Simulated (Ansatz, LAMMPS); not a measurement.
# Aqueous Rb+ and F-, 0.8 mol of salt per kg of water at 300 K (209 atoms): support functions against a reference

Wanted: errors and times of a linear-scaling basis for aqueous Rb+ and F-, 0.8 mol of salt per kg of water at 300 K (209 atoms). A setting counts as converged where the r.m.s. difference of forces stays under 1 % of the r.m.s. force.

Calculated with Ansatz 0.2.0; Kohn-Sham DFT, PBE+D3(BJ), PAW (set soft_2), plane waves.

## 1. The starting structure

The cell holds 209 atoms: 69 O, 138 H, 1 Rb and 1 F. Its edges and angles: a = 12.792 Å, b = 12.792 Å, c = 12.792 Å, α = 90.0°, β = 90.0°, γ = 90.0°. 69 H2O, 1 Rb+, 1 F- placed at random, at 1.07 g/cm³; overlaps pushed apart, then 10 ps at 420 K with Joung-Cheatham ions (J. Phys. Chem. B 112, 9020 (2008)); SPC/E water (Berendsen, Grigera and Straatsma, J. Phys. Chem. 91, 6269 (1987)). Snapshot after 20 ps at 300 K and fixed volume.

Before any run, some limits are plain. The network of contacts between molecules at the start is that of the classical potential that made the cell, and needn't be the one that DFT or experiment would give. The density was typed from a rule of thumb and may lie off the real one at this temperature. Only the Γ point is sampled, in a cell whose shortest periodic width is 13 Å.

## 2. The classical run that made the cell

A classical potential supplies the starting structure, since it reaches far longer times than DFT.

This step: classical MD, Joung-Cheatham ions (J. Phys. Chem. B 112, 9020 (2008)); SPC/E water (Berendsen, Grigera and Straatsma, J. Phys. Chem. 91, 6269 (1987)) (LAMMPS 22 Jul 2025 - Update 4).

Contents of in.lmp:

```
# aqueous Rb+ and F-, 0.8 mol of salt per kg of water
units real
atom_style full
boundary p p p
bond_style harmonic
angle_style harmonic
dihedral_style opls
improper_style harmonic
special_bonds lj 0 0 0.5 coul 0 0 0.75
read_data data.lmp
neigh_modify delay 0 every 1 check yes one 4000
comm_modify cutoff 12.0
timestep 0.5
thermo_style custom step time temp pe press density
thermo_modify norm yes
# push overlapping molecules apart
pair_style soft 2.6
pair_coeff * * 0.0
variable a equal ramp(1,60)
fix ad all adapt 1 pair soft a * * v_a
velocity all create 420 87748 mom yes dist gaussian
fix lim all nve/limit 0.03
fix lan all langevin 420 420 50 87749 zero yes
thermo 1000
run 3000 post no
unfix ad
pair_style lj/cut/coul/long 9.0
pair_modify mix arithmetic tail yes
pair_coeff 1 1 0.1553 3.1660   # O
pair_coeff 2 2 0.0000 1.0000   # H
pair_coeff 3 3 0.4451 3.0950   # Rb
pair_coeff 4 4 0.0074 4.0215   # F
kspace_style pppm 1.0e-4
thermo 100
# [... 17 lines left out ...]
compute msd all msd com yes
thermo 5000
fix md all nvt temp 300 300 100
run 20000 post no
print "== T300: mean square displacement over the hold $(c_msd[4]:%.2f) A^2"
unfix md
uncompute msd
write_dump all custom T300.dump id type xs ys zs modify sort id
```

Started as:

```sh
lmp -in in.lmp -log none -nocite
```

Numbers of over 12 decimals in the logs are rounded to 6 here.

Output:

```text
LAMMPS (22 Jul 2025 - Update 4)
Reading data file ...
  orthogonal box = (0 0 0) to (12.79185 12.79185 12.79185)
  209 atoms
  orthogonal box = (0 0 0) to (12.79185 12.79185 12.79185)
  138 bonds
  69 angles
   Step          Time           Temp          PotEng         Press         Density
         0   0              420            0.24439649     9987.9123      1.0690011
      1000   500            424.59297      0.87635058     32722.37       1.0690011
      2000   1000           389.60381      0.87168361     33035.938      1.0690011
      3000   1500           421.99089      0.82004696     51765.053      1.0690011
Loop time of 0.202346 s on 1 MPI rank(s) for 3000 steps with 209 atoms
PPPM initialization ...
  G vector (1/distance) = 0.30106077
  grid = 8 8 8
  estimated relative force accuracy = 7.052817e-05
   Step          Time           Temp          PotEng         Press         Density
      3000   1500           421.99089      1.2460685      51802.893      1.0690011
      3100   1550           421.99089     -4.8964894     -3703.4709      1.0690011
      3200   1600           421.99089     -5.2258739     -1430.7574      1.0690011
      3300   1650           421.99089     -5.3380315      1421.3591      1.0690011
Loop time of 0.555531 s on 1 MPI rank(s) for 300 steps with 209 atoms
Minimization stats:
  Stopping criterion = max iterations
  Energy initial, next-to-last, final =
      1.24606853982471  -5.33790260913019  -5.33803147813713
  Force two-norm initial, final = 800.21113 10.481034
  Iterations, force evaluations = 300 581
   Step          Time           Temp          PotEng         Press         Density
         0   0              420           -5.3380315      1394.4017      1.0690011
      1000   500            427.04182     -4.0845824     -4752.1735      1.0690011
      2000   1000           370.436       -3.9793736      5896.1796      1.0690011
Loop time of 1.36234 s on 1 MPI rank(s) for 2000 steps with 209 atoms
   Step          Time           Temp          PotEng         Press         Density
      2000   1000           554.3215      -4.4821847      5869.5125      1.0690011
[... 5 lines left out ...]
Loop time of 7.26447 s on 1 MPI rank(s) for 10000 steps with 209 atoms
   Step          Time           Temp          PotEng         Press         Density
[... 4 lines left out ...]
Loop time of 3.59188 s on 1 MPI rank(s) for 5000 steps with 209 atoms
   Step          Time           Temp          PotEng         Press         Density
[... 2 lines left out ...]
     25000   24000          292.36581     -4.7022849     -1853.2387      1.0690011
     30000   29000          281.86933     -4.730344       2907.1639      1.0690011
     35000   34000          273.68162     -4.7834288     -573.34042      1.0690011
     37000   36000          311.45043     -4.7493619     -760.02913      1.0690011
Loop time of 14.1005 s on 1 MPI rank(s) for 20000 steps with 209 atoms
== T300: mean square displacement over the hold 20.36 A^2
```

Elapsed: 27 s, on 1 thread of Arm Neoverse V2, shared host; peak memory 0.072 GiB.

The input also reads data.lmp (atoms, bonds and types; not printed here).

## 3. Plane-wave single point

The first run fixes the reference, at a cutoff of 420 eV.

Contents of input.yaml:

```yaml
crystal:
  lattice:
    - [12.79185, 0.0, 0.0]
    - [0.0, 12.79185, 0.0]
    - [0.0, 0.0, 12.79185]
  atoms:
    - { symbol: O, position: [0.29895, 0.05464, 0.693] }
    - { symbol: H, position: [0.26471, 0.0629, 0.62321] }
    - { symbol: H, position: [0.33071, 0.1227, 0.71466] }
    - { symbol: O, position: [0.99846, 0.67224, 0.36519] }
    - { symbol: H, position: [0.93337, 0.63092, 0.37815] }
    - { symbol: H, position: [0.04614, 0.63173, 0.31831] }
    - { symbol: O, position: [0.28854, 0.68017, 0.67723] }
    - { symbol: H, position: [0.23706, 0.7099, 0.728] }
    - { symbol: H, position: [0.25569, 0.62064, 0.63865] }
    - { symbol: O, position: [0.90799, 0.91848, 0.09337] }
    - { symbol: H, position: [0.95606, 0.97921, 0.08275] }
    - { symbol: H, position: [0.88902, 0.91319, 0.16902] }
    - { symbol: O, position: [0.59992, 0.4185, 0.9619] }
    - { symbol: H, position: [0.59595, 0.46373, 0.89827] }
    - { symbol: H, position: [0.58642, 0.34414, 0.94191] }
    - { symbol: O, position: [0.90983, 0.01444, 0.44707] }
    - { symbol: H, position: [0.8605, 0.0694, 0.42145] }
    - { symbol: H, position: [0.95503, 0.04424, 0.50347] }
    - { symbol: O, position: [0.648, 0.86906, 0.46447] }
    - { symbol: H, position: [0.66322, 0.85754, 0.38866] }
    - { symbol: H, position: [0.71499, 0.86916, 0.50477] }
    - { symbol: O, position: [0.55461, 0.20248, 0.96943] }
    - { symbol: H, position: [0.54761, 0.12678, 0.95124] }
    - { symbol: H, position: [0.50268, 0.22087, 0.02489] }
    - { symbol: O, position: [0.36429, 0.41625, 0.77365] }
    - { symbol: H, position: [0.42174, 0.46863, 0.78183] }
    - { symbol: H, position: [0.31156, 0.42633, 0.83047] }
    - { symbol: O, position: [0.34169, 0.31927, 0.5719] }
    - { symbol: H, position: [0.39818, 0.26688, 0.55869] }
    - { symbol: H, position: [0.34933, 0.34817, 0.64414] }
    - { symbol: O, position: [0.90662, 0.8735, 0.29054] }
    - { symbol: H, position: [0.91997, 0.92074, 0.35137] }
    [... 171 atom lines left out ...]
    - { symbol: H, position: [0.1793, 0.31241, 0.22571] }
    - { symbol: O, position: [0.35941, 0.82261, 0.49725] }
    - { symbol: H, position: [0.30122, 0.80523, 0.44803] }
    - { symbol: H, position: [0.33879, 0.80277, 0.57001] }
    - { symbol: Rb, position: [0.4646, 0.30785, 0.31334] }
    - { symbol: F, position: [0.6636, 0.595, 0.24936] }
kpoints:
  mp_grid: { grid: [1, 1, 1] }
hamiltonian:
  xc: pbe
  dispersion: d3bj
scf:
  occupations: { method: gaussian, width: 0.05 }
output:
  forces: true
  stress: true
  populations: intrinsic
  dos:
    method: { smearing: { sigma: 0.1 } }
    de: 0.1
    projected: { site_lists: { F: [F], H: [H], O: [O], Rb: [Rb] } }
  eigenvalues: true
  write_density: true
  write_potential: true
  volumetric_format: npy
```

Started as:

```sh
ansatz run input.yaml --threads 8 --pin off --max-ram 15872MiB --backend cpu --events-out ev --progress --plain --runs-dir out
```

Output:

```text
Engine: ansatz 0.2.0, aarch64-unknown-linux-gnu
Pseudopotentials: kind: paw
Pseudopotential: O, paw, valence charge 6, recommended cutoff 420 eV (normal), O.paw.azcp
Pseudopotential: H, paw, valence charge 1, recommended cutoff 420 eV (normal), H.paw.azcp
Pseudopotential: Rb, paw, valence charge 9, recommended cutoff 420 eV (normal), Rb.paw.azcp
Pseudopotential: F, paw, valence charge 7, recommended cutoff 420 eV (normal), F.paw.azcp
[... 5 lines on functional and potentials left out ...]
Crystal: 209 atoms, lattice volume = 2093.149 Å³
Basis set: ecut = 420 eV, 40747 PW (Γ), exchange–correlation on 180×180×180 points (8 copies of the dense FFT grid, shifted against one another)
Bands: 493, of which v1, the nominal top of the filled ones, is band 284 counted from 1 (283 counted from 0)
Symmetry: 1 space group operations
Space group: P1 (ITA 1), of the structure as read, at distance tolerance 1.3e-4 Å
k-points: 1
[... 9 lines on functional and potentials left out ...]
Initial density: superposition of atomic densities (neutral atoms: chi_scale 0, normalization atom), corrected by the library's trained network
Initial wavefunctions: pseudopotential atomic-orbital guess
Functional: x = pbe(κ = 0.804, μ = 0.219515), c = pbe(β = 0.066725)
SCF iter   1: F=—  HF=-45458.329709 eV  |F-HF|=—  |Δ(HF+E_count)|=         —  Δρ=2.68e-3  dr2=1.56e-1  ethr=1.77e-3  ⟨swp⟩=5.0  Hψ=2050  notcnv=0  defer=166
preconditioner: auto → Resta (q_TF=auto, 2.195 Å⁻¹)  ε∞=2.2  [insulator: Δε(μ)=4.147 eV  Ē_g=17.766 eV  σ=0.050 eV  W_gap=1.00  n_scr=364 (ndim 8)  ℏωp=19.3 eV  f_vac=0.272  D(μ)=0.00/eV (n_scr^D=0)  ε∞_Penn≈2.2]
SCF iter   2: F=—  HF=-45458.231967 eV  |F-HF|=—  |Δ(HF+E_count)|=   9.77e-2  Δρ=1.30e-3  dr2=3.67e-2  ethr=2.75e-5  ⟨swp⟩=2.0  Hψ=715  notcnv=0  defer=202
SCF iter   3: F=—  HF=-45458.197948 eV  |F-HF|=—  |Δ(HF+E_count)|=   3.40e-2  Δρ=7.00e-4  dr2=1.06e-2  ethr=6.47e-6  ⟨swp⟩=2.0  Hψ=581  notcnv=0  defer=202
SCF iter   4: F=—  HF=-45458.195270 eV  |F-HF|=—  |Δ(HF+E_count)|=   2.68e-3  Δρ=1.99e-4  dr2=8.64e-4  ethr=1.87e-6  ⟨swp⟩=3.0  Hψ=581  notcnv=0  defer=202
SCF iter   5: F=—  HF=-45458.195278 eV  |F-HF|=—  |Δ(HF+E_count)|=   7.37e-6  Δρ=1.18e-4  dr2=2.14e-4  ethr=1.52e-7  ⟨swp⟩=3.0  Hψ=638  notcnv=0  defer=202
SCF iter   6: F=—  HF=-45458.195212 eV  |F-HF|=—  |Δ(HF+E_count)|=   6.59e-5  Δρ=3.17e-5  dr2=1.59e-5  ethr=3.77e-8  ⟨swp⟩=3.0  Hψ=640  notcnv=0  defer=202
SCF iter   7: F=—  HF=-45458.195858 eV  |F-HF|=—  |Δ(HF+E_count)|=   6.46e-4  Δρ=1.03e-5  dr2=1.69e-6  ethr=2.81e-9  ⟨swp⟩=2.0  Hψ=775  notcnv=0  defer=202
SCF iter   8: F=—  HF=-45458.195858 eV  |F-HF|=—  |Δ(HF+E_count)|=   5.54e-7  Δρ=4.68e-6  dr2=3.69e-7  ethr=2.98e-10  ⟨swp⟩=2.0  Hψ=574  notcnv=0  defer=202
SCF iter   9: F=-45458.195858 eV  HF=-45458.195858 eV  |F-HF|=2.12e-9  |Δ(HF+E_count)|=   9.04e-9  Δρ=1.13e-6  dr2=2.03e-8  ethr=1.76e-11  ⟨swp⟩=20.0  Hψ=4514  notcnv=0
SCF 1 converged in 9 iterations: F = -45458.195858 eV  dr2 = 2.03e-8
  greatest PAW one-centre occupation: 0.973 electrons in one spin orbital (limit 2), on the Rb atom at site 207 (counted from 0), in its partial waves of l = 0
WARN: The input density's exchange-correlation potential varies sharply where the density is thin. Do not read a vacuum level from v_tot or v_xc, or from such a field of the output density. On a cell that repeats whose density bears no net charge and no dipole along the vacuum's axis use v_es (v_loc + v_h of the components); [...]
SCF converged after 9 iterations
Free energy (F): -45458.195858 eV
Harris-Foulkes:  -45458.195858 eV  (|F-HF|=2.12e-9)
Internal energy: -45458.195858 eV  (E = F + TS)
E sigma→0 (E₀):  -45458.195858 eV
Fermi energy:    -0.012451 eV
--- Per-component energies (eV) ---
  E_band       = -5427.128403
  E_kinetic    = 14333.719204
  E_local      = -45241.202186  (includes V_loc(G=0)·N_el)
  E_nonlocal   = 3795.959356
  E_hartree    = 16314.717178
  E_xc         = -6474.554865
  E_vxc        = -8245.043393  (∫ρ·V_xc dr)
  E_paw        = -13835.445607  (= ΣΔE_a)
  E_vpaw       = -2700.012445  (= ΣTr[D̂ρ^β])
  E_aug_tail   = 0.015357  (compensation charges beyond the density's cutoff)
  E_ewald      = -14344.028432
  E_disp       = -7.375864  (pairwise vdW)
  E_smearing   = -0.000000  (= −TS)
  E_closure    = -0.000000  (closes the sum)
  Σ components = -45458.195858   (vs F -45458.195858, Δ=0.00e0)
--- Forces (eV/Å), atoms counted from 1 ---
  atom   1  O     -0.52199289    -0.60352354    -1.14653736
  atom   2  H      0.53089953    -0.07041534     1.01969987
  atom   3  H     -0.19644585     0.35823565     0.02743252
  atom   4  O     -0.07050382     0.29406516     0.27309973
  atom   5  H      0.55166073     0.32320526    -0.23736262
  atom   6  H     -0.41657332    -0.10597319     0.00019117
  atom   7  O     -0.33217218    -0.23392284    -0.10400460
  atom   8  H      0.29369805    -0.38162329    -0.44869874
  atom   9  H      0.17120972     0.94370888     0.67325645
  atom  10  O     -0.33920116    -0.53363035    -0.31667148
  atom  11  H     -0.33295256    -0.16616300     0.14700264
  atom  12  H      0.63236190     0.11278923    -0.40034264
  atom  13  O     -0.03501295    -0.05159571    -0.16033019
  atom  14  H     -0.19347264    -0.71847173    -0.00843601
[...]
atom 208  Rb     0.02796515    -0.17253732     0.03157671
  atom 209  F     -0.34807259    -0.30673239     0.17547853
  max |Σ_I F_I| component: 4.29e-5 eV/Å
--- Stress (GPa, compression-positive) ---
       -2.468861      -0.022536      -0.015746
       -0.022536      -2.235180      -0.167485
       -0.015746      -0.167485      -2.514683
  P = ⅓ Tr σ = -2.4062 GPa (-24.062 kbar)
--- Band table (eV) ---
  k-point 0: bands = ["-25.9071", "-23.9348", "-21.6809", "-21.5835", [... 477 levels ...], "11.0588", "11.0990", "11.1246", "11.1760", "11.2085", "11.2134", "11.2445", "11.2598", "11.2734", "11.2970", "11.3044", "11.3619"]
--- intrinsic populations: 209 sites ---
  site symbol       q [e]
     0      O      6.7536
     1      H      0.6120
     2      H      0.6231
[...]
208      F      7.5789
  spilling = 0.000000 (of n_electrons = 568.000000)
```

Elapsed: 24 s, on 8 threads of Arm Neoverse V2, shared host; peak memory 3 GiB; 3 min of CPU time.

The program notes that the exchange-correlation potential is rough where the density is thin.

Numbers from this run:

| Property | Result |
| --- | --- |
| free energy | -45458.1959 eV |
| free energy per atom | -217.5033 eV/atom |
| SCF cycles | 9 |
| pressure | -2.406 GPa |
| r.m.s. force component | 0.4967 eV/Å |
| longest force | 1.792 eV/Å |
| Fermi energy | -0.01245 eV |
| gap (highest filled to lowest empty level) | 4.102 eV |

Neighbours are counted within 1.21 Å (H-O), 3.35 Å (O-Rb).

Length of the force by element and coordination:

```
element  coordination  atoms  mean length of the force (eV/Å)  spread   least   most
      F           all      1                            0.496       0   0.496  0.496
      H           all    138                            0.855   0.317  0.0987   1.60
      O           all     69                            0.693   0.307   0.172   1.79
      O             2     62                            0.697   0.313   0.172   1.79
      O             3      7                            0.666   0.246   0.348   1.05
     Rb           all      1                            0.178       0   0.178  0.178
```

Intrinsic-atomic-orbital charges by element and coordination:

```
element  coordination  atoms  mean charge (e)  spread   least    most
      F           all      1           -0.579       0  -0.579  -0.579
      H           all    138            0.380  0.0095   0.352   0.408
      O           all     69           -0.765  0.0243  -0.821  -0.722
      O             2     62           -0.762  0.0236  -0.815  -0.722
      O             3      7           -0.786  0.0196  -0.821  -0.759
     Rb           all      1            0.857       0   0.857   0.857
```

Density of states as counts of states in windows of 1 eV (from the Fermi level), total and the larger projections:

```
from (eV)  to (eV)  total   O p   H s  O s
      -10       -9   57.0  37.3  16.3  0.1
       -9       -8   79.4  55.1  22.8  0.2
       -8       -7    3.1   2.2   0.9  0.0
       -7       -6   25.5  18.9   3.0  2.6
       -6       -5   53.7  42.0   4.4  5.1
       -5       -4   56.2  46.7   2.3  4.0
       -4       -3   86.0  83.5   0.6  0.7
       -3       -2   59.6  58.6   0.2  0.1
       -2       -1    1.0   1.0   0.0  0.0
       -1        1    0.0   0.0   0.0  0.0
        1        2    0.2   0.0   0.1  0.0
        2        3    1.8   0.1   1.1  0.4
        3        4   12.1   1.0   7.1  2.2
        4        5   24.9   2.2  13.7  3.6
```

Between -26 and -10 eV lie 146 more states.

The levels nearest the highest filled one (over half full), pooled over k-points and spins:

```
level less the highest filled one (eV)  occupation
                                -0.383           2
                                -0.331           2
                                -0.323           2
                                -0.302           2
                                -0.109           2
                                     0           2
                                  4.10           0
                                  5.19           0
                                  5.30           0
                                  5.36           0
                                  5.45           0
                                  5.55           0
```

Electrostatic potential energy in the ab plane at fractional z = 0.246, with atoms of O and H and F within 0.2 Å of it. With pseudopotentials it is smooth inside the atoms' cores, unlike the true potential.

Ten even steps from '0' (-35 eV) to '9' (5 eV), each cell a mean:
```
9999999999644778999999999999999999999
9999999997000114998798999999999998899
9999999998212546987687899999999984489
9999999998678999999988896336779986689
9999999999899999999999981000018898999
9999999999999999999999882025679999999
9999999999999999999999871188999999999
9999999889999999999999987799999999999
9999977458899963356788962269889999999
9998200148899820015698920018888999999
9998100589999963368899974479889999999
9998547999999999999999999899999999999
9998889999999989999999998889999999999
8789999999999999999999998899999999988
7678888999999998888899999999999996566
8889876589999998656789999999989984278
9999984389999987534789999999875798889
9999998899999998767889999999964699999
9999999999999999999999999999988999999
9999999999999999999999999999989999999
9999999999999999999889999999999999999
9997458999999999998537999999999999999
9872004369999999997018999999999999999
9987456369999999998679999999999999999
```
Columns run along a (12.8 Å; values clipped at the 3rd and 97th percentile), rows up along b (12.8 Å). Atoms in or near the plane, at fractional coordinates: O at (0.42, 0.59), O at (0.69, 0.80), H at (0.76, 0.80), H at (0.66, 0.73), H at (0.19, 0.03), H at (0.52, 0.04), O at (0.14, 0.57), H at (0.91, 0.35), O at (0.30, 0.92), H at (0.38, 0.91), F at (0.66, 0.60).

(Part 1 of 2 ends here.)

[Logs are printed without paths, hosts, clocks, repeated set-up lines and the standing remarks that a program may print on its own settings, such as how far it seeks lower states.]

[Hosts, paths, dates, database ids (printed as entryN), source tags and the programs' standing remarks are cut or masked in the printed files.]
